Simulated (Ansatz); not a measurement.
# BaTiO3 (R3m): the gap up the ladder of methods, part 2 of 2

Aim: the gap of BaTiO3 (R3m) at several levels of theory on one structure, with the time that each takes.

Ansatz 0.2.0; density functionals, hybrids and G0W0, plane waves, PAW. Known limits of the many-body steps: finite bands, screening cutoff and k mesh; no spin-orbit coupling in G0W0.

So far. Step 5 (HSE06 on the 4×4×4 mesh): Over mesh and listed points the gap is 3.890 eV, from k = (0.500, 0.500, 0.500) to k = Γ. The least direct gap found is 4.214 eV, at k = (0.050, -0.050, 0.000). HSE06 against LDA: 3.890 − 2.355 = +1.535 eV. The runs also differ in mesh (6×6×6 and 4×4×4), so how much of this comes from the functional alone is not known. Step 6 (PBE0 on the 4×4×4 mesh): Over mesh and listed points the gap is 4.643 eV, from k = (0.500, 0.500, 0.500) to k = Γ.

In doubt: masses and optical values from hybrid runs of this build are listed as unsure (steps 8, 9), which bears on the screening that GW takes from such a start.

## 7. G0W0@LDA, 4×4×4 mesh, 508 empty bands, screening to 230 eV

G0W0 replaces the xc potential by a self-energy built once from the orbitals of the start. Levels are corrected in the window of bands that the input names, at points of the mesh.

This step: G0W0 on LDA, plane waves, PAW.

The input, input.yaml:

```yaml
crystal:
  lattice:
    - [2.8273666084, 1.6323808724, 2.3183934932]
    - [-2.8273666084, 1.6323808724, 2.3183934932]
    - [0.0, -3.2647617449, 2.3183934932]
  atoms:
    - { symbol: Ba, position: [0.0, 0.0, 0.0] }
    - { symbol: Ti, position: [0.4845, 0.4845, 0.4845] }
    - { symbol: O, position: [0.5086, 0.5086, 0.0175] }
    - { symbol: O, position: [0.0175, 0.5086, 0.5086] }
    - { symbol: O, position: [0.5086, 0.0175, 0.5086] }
kpoints:
  mp_grid: { grid: [4, 4, 4] }
hamiltonian:
  xc: lda
  pseudopotentials: { kind: paw, azcp: { folder: "./paw" } }
scf:
  occupations: { method: fixed }
gw:
  n_empty_bands: 508
  ecut_chi: 230.0
  qp_bands: [v2, c2]
  qp_kpoints: band_edges
  screening: { model: contour_deformation }
```

Command:

```sh
ansatz run input.yaml --threads 3 --pin off --max-ram 92160MiB --backend cuda --events-out ev --progress --plain --runs-dir out --devices 1 --max-vram 13GiB
```

Numbers of over 12 decimals in the logs are rounded to 6 here.

Log:

```text
[...]
GPUs: using 1 of 1 available (devices: 1).
[...]
GPU FFT provider: cuFFT
GPU libraries: cuBLAS 13.8.2, cuFFT 12.4.0, cuSOLVER 12.3.4
Crystal: 5 atoms, lattice volume = 64.201 Å³
Basis set: ecut = 420 eV, 1237 PW (Γ)
Bands: 25, of which v1, the nominal top of the filled ones, is band 20 counted from 1 (19 counted from 0)
Symmetry: 6 space group operations
[...]
1    22     12.8858   -13.9882    -6.6453   -21.9528  0.7220    14.2429    14.2052  root
[...]
12    19      9.8031   -25.7385     4.3893   -20.8824  0.7186     9.3323     9.3364  root
    12    20      9.8180   -25.7631     4.3998   -20.8952  0.7186     9.3457     9.3498  root
    12    21     14.1730   -14.6101    -7.7928   -23.7242  0.6833    15.5546    15.4942  root
    12    22     14.3218   -14.7070    -7.8861   -23.9194  0.6800    15.7108    15.6481  root
[key lines of the parts left out:]
SCF converged after 8 iterations
Free energy (F): -9904.583849 eV
Fermi energy:    9.818031 eV
```

Wall time 32 s (1 × NVIDIA H100 80GB HBM3 (shared by 6 runs) with 3 threads of AMD EPYC 7R13 (Zen 3), shared host); peak memory 1.7 GiB.

This step gave:

* bands summed: 528
* RPA ε∞ on this mesh (eigenvalues): 5.378, 5.846, 5.846
* plane waves in the screening matrix: 485
* G0W0 gap over the corrected points: 4.139 eV
* k of the valence top: -0.5, -0.5, -0.5
* k of the conduction bottom: 0, 0, 0
* starting gap on the mesh: 2.354 eV
* Z at the valence top: 0.7186
* Z at the conduction bottom: 0.7398
* least direct G0W0 gap over the corrected points: 4.458 eV

Over 9 of 13 irreducible mesh points the G0W0 gap is 4.139 eV, from k = (-0.500, -0.500, -0.500) to k = Γ. The LDA gap of this run on the mesh is 2.354 eV. The two states that bound the G0W0 gap lie that far apart at the start, so the correction of the gap is 4.139 − 2.354 = +1.785 eV. The program's warnings for this run: pseudo functional mismatch.

## 8. G0W0@HSE06, 4×4×4 mesh, 236 empty bands, screening to 138 eV

This step: G0W0 on HSE06, plane waves, PAW.

Changes to input.yaml since step 7:

```diff
@@ -14,3 +14,3 @@
 hamiltonian:
-  xc: lda
+  xc: hse06
   pseudopotentials: { kind: paw, azcp: { folder: "./paw" } }
@@ -19,4 +19,4 @@
 gw:
-  n_empty_bands: 508
-  ecut_chi: 230.0
+  n_empty_bands: 236
+  ecut_chi: 138
   qp_bands: [v2, c2]
```

Log:

```text
GPUs: using 1 of 1 available (devices: 1).
[...]
GPU FFT provider: cuFFT
GPU libraries: cuBLAS 13.8.2, cuFFT 12.4.0, cuSOLVER 12.3.4
Crystal: 5 atoms, lattice volume = 64.201 Å³
Basis set: ecut = 420 eV, 1237 PW (Γ)
Bands: 25, of which v1, the nominal top of the filled ones, is band 20 counted from 1 (19 counted from 0)
Symmetry: 6 space group operations
[...]
k-points: 13 of 64 (time reversal used)
[...]
1    21     13.1544   -12.4958    -5.8166   -19.0135  0.7791    13.8611    13.8556  root
     1    22     13.8114   -13.2762    -5.9991   -20.0030  0.7674    14.5458    14.5391  root
[...]
12    19      9.1579   -25.8981     4.2688   -21.8743  0.7663     9.4022     9.4029  root
    12    20      9.1712   -25.9227     4.2788   -21.8899  0.7663     9.4165     9.4172  root
    12    21     15.2707   -14.0875    -6.8524   -21.6442  0.7357    15.9839    15.9750  root
    12    22     15.4399   -14.2028    -6.9258   -21.8386  0.7329    16.1590    16.1498  root
[key lines of the parts left out:]
Free energy (F): -10163.664796 eV
Fermi energy:    9.171231 eV
```

The job ended after 52 s (1 × NVIDIA H100 80GB HBM3 (shared by 6 runs) with 3 threads; peak memory 1.5 GiB; 30 s of CPU time).

This step gave:

```yaml
bands_summed: 256
rpa_eps_infinity_on_this_mesh_eigenvalues: 4.092, 4.381, 4.381
plane_waves_in_the_screening_matrix: 251
g0w0_gap_over_the_corrected_points: 4.340 eV
k_of_the_valence_top: -0.5, -0.5, -0.5
k_of_the_conduction_bottom: 0, 0, 0
starting_gap_on_the_mesh: 3.890 eV
z_at_the_valence_top: 0.7663
z_at_the_conduction_bottom: 0.7816
least_direct_g0w0_gap_over_the_corrected_points: 4.727 eV
```

Over 8 of 13 irreducible mesh points the G0W0 gap is 4.340 eV, from k = (-0.500, -0.500, -0.500) to k = Γ. The HSE06 gap of this run on the mesh is 3.890 eV. The two states that bound the G0W0 gap lie that far apart at the start, so the correction of the gap is 4.340 − 3.890 = +0.450 eV. G0W0@HSE06 against G0W0@LDA with 256 bands (a further run, in the table below): 4.340 − 4.093 = +0.247 eV, with the same mesh, files and cutoffs, and both edges at the same k points.

## 9. G0W0@PBE0, 4×4×4 mesh, 236 empty bands, screening to 138 eV

This step: G0W0 on PBE0, plane waves, PAW.

Changes to input.yaml since step 8:

```diff
@@ -14,3 +14,3 @@
 hamiltonian:
-  xc: hse06
+  xc: pbe0
   pseudopotentials: { kind: paw, azcp: { folder: "./paw" } }
```

Log:

```text
GPUs: using 1 of 1 available (devices: 1).
[...]
GPU FFT provider: cuFFT
GPU libraries: cuBLAS 13.8.2, cuFFT 12.4.0, cuSOLVER 12.3.4
Crystal: 5 atoms, lattice volume = 64.201 Å³
Basis set: ecut = 420 eV, 1237 PW (Γ)
Bands: 25, of which v1, the nominal top of the filled ones, is band 20 counted from 1 (19 counted from 0)
Symmetry: 6 space group operations
[...]
k-points: 13 of 64 (time reversal used)
[...]
1    21     13.5176   -12.4706    -5.6735   -18.6153  0.7917    13.9908    13.9887  root
     1    22     14.1847   -13.2558    -5.8436   -19.5992  0.7810    14.6872    14.6846  root
[...]
12    19      8.7668   -25.9035     4.1318   -22.2787  0.7795     9.2713     9.2737  root
    12    20      8.7798   -25.9278     4.1415   -22.2944  0.7795     9.2855     9.2879  root
    12    21     15.6613   -14.0786    -6.6484   -21.2270  0.7524    16.1648    16.1612  root
    12    22     15.8315   -14.1957    -6.7187   -21.4227  0.7499    16.3436    16.3398  root
[key lines of the parts left out:]
Free energy (F): -10163.151236 eV
Fermi energy:    8.779823 eV
```

Run time: 44 s. Hardware: 1 × NVIDIA H100 80GB HBM3 (shared by 6 runs) with 3 threads; peak memory 1.5 GiB.

This step gave:

| Item | Value |
| --- | --- |
| bands summed | 256 |
| RPA ε∞ on this mesh (eigenvalues) | 3.853, 4.107, 4.107 |
| plane waves in the screening matrix | 251 |
| G0W0 gap over the corrected points | 4.600 eV |
| k of the valence top | -0.5, -0.5, -0.5 |
| k of the conduction bottom | 0, 0, 0 |
| starting gap on the mesh | 4.643 eV |
| Z at the valence top | 0.7795 |
| Z at the conduction bottom | 0.7941 |
| least direct G0W0 gap over the corrected points | 4.982 eV |

Over 7 of 13 irreducible mesh points the G0W0 gap is 4.600 eV, from k = (-0.500, -0.500, -0.500) to k = Γ. The PBE0 gap of this run on the mesh is 4.643 eV. The two states that bound the G0W0 gap lie that far apart at the start, so the correction of the gap is 4.600 − 4.643 = −0.043 eV. G0W0@PBE0 against G0W0@HSE06 with 256 bands: 4.600 − 4.340 = +0.260 eV, with the same mesh, files and cutoffs, and both edges at the same k points. The program's warnings for this run: coarse exchange mesh.

## 10. The ladder

Each gap is the least one over the points named; times are wall times on shared hosts, not benchmarks. A G0W0 time includes the run's own self-consistent start. Runs with listed points see these and the mesh alone, so an edge that moves elsewhere is missed. Rows marked * are further runs, not shown as steps, whose inputs differ from the G0W0 step on the same start in the columns given; solver thresholds can differ too. Symmetry makes (0.500, 0.500, 0.500) and (-0.500, -0.500, -0.500) one point.

```tsv
level	mesh	files, cutoff	bands summed, screening	points	gap (eV)	valence top	conduction bottom	least direct gap (eV)	time
LDA	6×6×6	soft_1 PAW, 420 eV	-	mesh and path	2.355	(0.500, 0.500, 0.500)	Γ	2.686	19 s
LDA+SOC	6×6×6	soft_1 PAW, 420 eV	-	mesh and listed points	2.345	(0.503, 0.497, 0.500)	Γ	2.633	14 s
r2SCAN	6×6×6	soft_1 PAW, 500 eV	-	mesh and listed points	2.804	(0.500, 0.500, 0.500)	Γ	3.137	16 s
HSE06	4×4×4	soft_1 PAW, 420 eV	-	mesh and listed points	3.890	(0.500, 0.500, 0.500)	Γ	4.214	30 s
PBE0	4×4×4	soft_1 PAW, 420 eV	-	mesh and listed points	4.643	(0.500, 0.500, 0.500)	Γ	4.951	28 s
G0W0@LDA*	4×4×4	soft_1 PAW, 420 eV	103, 69 eV	9 of 13 irreducible mesh points	4.156	(-0.500, -0.500, -0.500)	Γ	4.435	20 s
G0W0@LDA*	4×4×4	soft_1 PAW, 420 eV	256, 138 eV	9 of 13 irreducible mesh points	4.093	(-0.500, -0.500, -0.500)	Γ	4.402	23 s
G0W0@LDA	4×4×4	soft_1 PAW, 420 eV	528, 230 eV	9 of 13 irreducible mesh points	4.139	(-0.500, -0.500, -0.500)	Γ	4.458	32 s
G0W0@HSE06	4×4×4	soft_1 PAW, 420 eV	256, 138 eV	8 of 13 irreducible mesh points	4.340	(-0.500, -0.500, -0.500)	Γ	4.727	52 s
G0W0@PBE0	4×4×4	soft_1 PAW, 420 eV	256, 138 eV	7 of 13 irreducible mesh points	4.600	(-0.500, -0.500, -0.500)	Γ	4.982	44 s
```

## 11. What came out

```json
{
  "LDA, over mesh and path": "2.355 eV",
  "LDA+SOC, over mesh and listed points": "2.345 eV",
  "r2SCAN, over mesh and listed points": "2.804 eV",
  "HSE06, over mesh and listed points": "3.890 eV",
  "PBE0, over mesh and listed points": "4.643 eV",
  "G0W0@LDA (528 bands, 4×4×4), over 9 of 13 irreducible mesh points": "4.139 eV",
  "G0W0@HSE06, over 8 of 13 irreducible mesh points": "4.340 eV",
  "G0W0@PBE0, over 7 of 13 irreducible mesh points": "4.600 eV",
  "known limits": "finite bands, screening cutoff and k mesh; no spin-orbit coupling in G0W0"
}
```

What this shows: The rows run from 2.345 eV (LDA+SOC) to 4.643 eV (PBE0). They differ in mesh, plane-wave cutoff, bands and screening cutoff of G0W0 and the points over which the gap was sought as well as in level, so only pairs that share these are like for like. PBE0 against HSE06: 4.643 − 3.890 = +0.753 eV, with the same mesh, files and cutoff, and both edges at the same k points. G0W0@HSE06 against G0W0@LDA with 256 bands: 4.340 − 4.093 = +0.247 eV, with the same mesh, files and cutoffs, and both edges at the same k points. G0W0@PBE0 against G0W0@HSE06 with 256 bands: 4.600 − 4.340 = +0.260 eV, with the same mesh, files and cutoffs, and both edges at the same k points. G0W0@LDA (528 bands, 4×4×4) moves the gap of its own start on the mesh by 4.139 − 2.354 = +1.785 eV, between the same two levels. Both edges that LDA shows over mesh and path lie at k points where levels were corrected. Levels at other points were not corrected, so a lower G0W0 gap elsewhere in the zone is not ruled out. G0W0@HSE06 moves the gap of its own start on the mesh by 4.340 − 3.890 = +0.450 eV, between the same two levels. Both edges that HSE06 shows over mesh and listed points lie at k points where levels were corrected. Levels at other points were not corrected, so a lower G0W0 gap elsewhere in the zone is not ruled out. G0W0@PBE0 moves the gap of its own start on the mesh by 4.600 − 4.643 = −0.043 eV, between the same two levels. Both edges that PBE0 shows over mesh and listed points lie at k points where levels were corrected. Levels at other points were not corrected, so a lower G0W0 gap elsewhere in the zone is not ruled out. What spin-orbit coupling does to the G0W0 levels was not computed, so no sum with the G0W0 gap is formed. For G0W0@LDA: from 103 bands and 69 eV to 528 bands and 230 eV the gap moves by 4.139 − 4.156 = −0.017 eV (rung by rung 4.156, 4.093, 4.139 eV); bands and screening cutoff rise together, so their parts are not told apart. The gap turns back along the series (4.156, 4.093, 4.139 eV), so no line is drawn and the limit is not known. The other G0W0 rows are shown at one basis each (256 bands), so their distance from the limit is not known here. For G0W0@LDA (528 bands, 4×4×4): the program's warnings for this run: pseudo functional mismatch. For G0W0@PBE0: the program's warnings for this run: coarse exchange mesh. For the further run with 103 bands on the 4×4×4 mesh, the program warns: pseudo functional mismatch. For the further run with 256 bands on the 4×4×4 mesh, the program warns: pseudo functional mismatch. The G0W0 runs are scalar-relativistic. No pair of G0W0 runs that differ in the mesh alone is shown (4×4×4 is a supercell whose nearest images lie 16 Å apart), so the error from the mesh is not known here. G0W0@LDA runs of this series with other atomic data on the same mesh, not shown as steps, give 4.092 eV (hard PAW, 930 eV, 256 bands, screening to 138 eV; the table's row with the same empty bands and screening cutoff has 4.093 eV); where bands and cutoffs differ too, the part of the files is not isolated.

[Paths, hosts, dates, memory and timing lines, banners, echoed tables and standing remarks are left out of the program output.]

[Logs are printed without paths, hosts, clocks, repeated set-up lines and the standing remarks that a program may print on its own settings, such as how far it seeks lower states.]

[Runs of the session that timed out or met a known fault of the program may be left out.]

[Cells called generated may have been cut or substituted from an entry of the Crystallography Open Database or the Materials Project.]

[Hosts, paths, dates, database ids (printed as entryN), source tags and the programs' standing remarks are cut or masked in the printed files.]

[Where an RPA ε∞ is given, it is that of the G0W0 mesh and is not shown converged in it. Names of k-points follow the symmetry that the program found, which can be lower than the space group named. Band edges on a path are those of the sampled points; other points can move an edge, and change direct to indirect where valleys lie close.]

[Hybrid gaps are those of their k-mesh and are not shown converged in it.]
